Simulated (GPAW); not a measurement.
SnO2 (Cassiterite, P4_2/mnm), O K edge of atom 3, with 3 Sn at 2.05 Å (distorted trigonal planar, site symmetry m2m). Method: GPAW, PBE, full core hole (charged cell), 12-atom cell with 5.7 Å between holes, 5×5×5 k points, dipole transitions, Gaussian full width 0.9 eV up to 4 eV, rising linearly to 3.5 eV at 25 eV.

```xyz
6
Lattice="4.7380 0.0000 0.0000 0.0000 4.7380 0.0000 0.0000 0.0000 3.1865" Properties=species:S:1:pos:R:3 pbc="T T T"
Sn    2.3690    2.3690    1.5933
Sn    0.0000    0.0000    0.0000
O     3.8240    0.9140    1.5933
O     3.2830    3.2830    0.0000
O     0.9140    3.8240    1.5933
O     1.4550    1.4550    0.0000
```

Energy from the lowest empty level; a common scale on which the isotropic spectrum has a mean of 1 over the first 20 eV.

| E (eV) | curve 1 | curve 2 |
| --- | --- | --- |
| -2.00 | 0.00 | 0.00 |
| -1.25 | 0.00 | 0.00 |
| -0.50 | 0.00 | 0.00 |
| 0.25 | 0.01 | 0.01 |
| 1.00 | 0.06 | 0.07 |
| 1.75 | 0.21 | 0.30 |
| 2.50 | 0.56 | 0.79 |
| 3.25 | 1.30 | 1.86 |
| 4.00 | 1.47 | 3.69 |
| 4.75 | 1.09 | 3.01 |
| 5.50 | 0.73 | 1.22 |
| 6.25 | 0.68 | 0.69 |
| 7.00 | 1.03 | 1.47 |
| 7.75 | 1.39 | 1.82 |
| 8.50 | 1.73 | 2.11 |
| 9.25 | 2.72 | 2.42 |
| 10.00 | 3.05 | 1.66 |
| 10.75 | 2.47 | 1.05 |
| 11.50 | 1.67 | 0.93 |
| 12.25 | 0.87 | 0.68 |
| 13.00 | 0.45 | 0.43 |
| 13.75 | 0.36 | 0.29 |
| 14.50 | 0.34 | 0.22 |
| 15.25 | 0.33 | 0.24 |
| 16.00 | 0.36 | 0.34 |
| 16.75 | 0.45 | 0.45 |
| 17.50 | 0.57 | 0.52 |
| 18.25 | 0.68 | 0.54 |
| 19.00 | 0.74 | 0.55 |
| 19.75 | 0.73 | 0.56 |
| 20.50 | 0.70 | 0.57 |
| 21.25 | 0.71 | 0.60 |
| 22.00 | 0.75 | 0.67 |
| 22.75 | 0.79 | 0.78 |
| 23.50 | 0.80 | 0.95 |
| 24.25 | 0.79 | 1.15 |
| 25.00 | 0.80 | 1.36 |
| 25.75 | 0.84 | 1.50 |
| 26.50 | 0.87 | 1.53 |
| 27.25 | 0.89 | 1.43 |
| 28.00 | 0.89 | 1.27 |
| 28.75 | 0.91 | 1.12 |
| 29.50 | 0.99 | 1.08 |
| 30.25 | 1.13 | 1.15 |
| 31.00 | 1.30 | 1.28 |
| 31.75 | 1.43 | 1.35 |

**Question.** The curves are for the electric vector along different Cartesian axes of the cell as given, averaged over the symmetry-equivalent atoms. Which is which?

Curve 1: along x (⊥ c) (the other in-plane axis gives the same curve within 3 %), main maxima 4.1 eV (1.48) and 9.8 eV (3.09). Curve 2: along z (c), main maxima 4.2 eV (3.89) and 9.1 eV (2.44). A K edge sees empty p states on the absorber. Each direction probes the empty orbitals that point along it. The holes are only 5.7 Å apart, so the shape is probably not converged with cell size; no larger cell was run here. The mesh is coarse (0.27 Å⁻¹ between points), so small maxima may be mesh ripples.

[Banner, clock and machine lines of the logs are left out without a mark of their own.]

[Logs are printed without paths, hosts, clocks, repeated set-up lines and the standing remarks that a program may print on its own settings, such as how far it seeks lower states.]

[Hosts, paths, dates, database ids (printed as entryN), source tags and the programs' standing remarks are cut or masked in the printed files.]

[Lists of maxima count a maximum above −3 eV only where it reaches 4 % of the highest in the window and stands out from its surroundings by 2 % of it (1.5 % where it reaches 55 %); shoulders and weaker maxima are passed over, and of the rest the first, up to two pre-edge ones and the few strongest are named.]
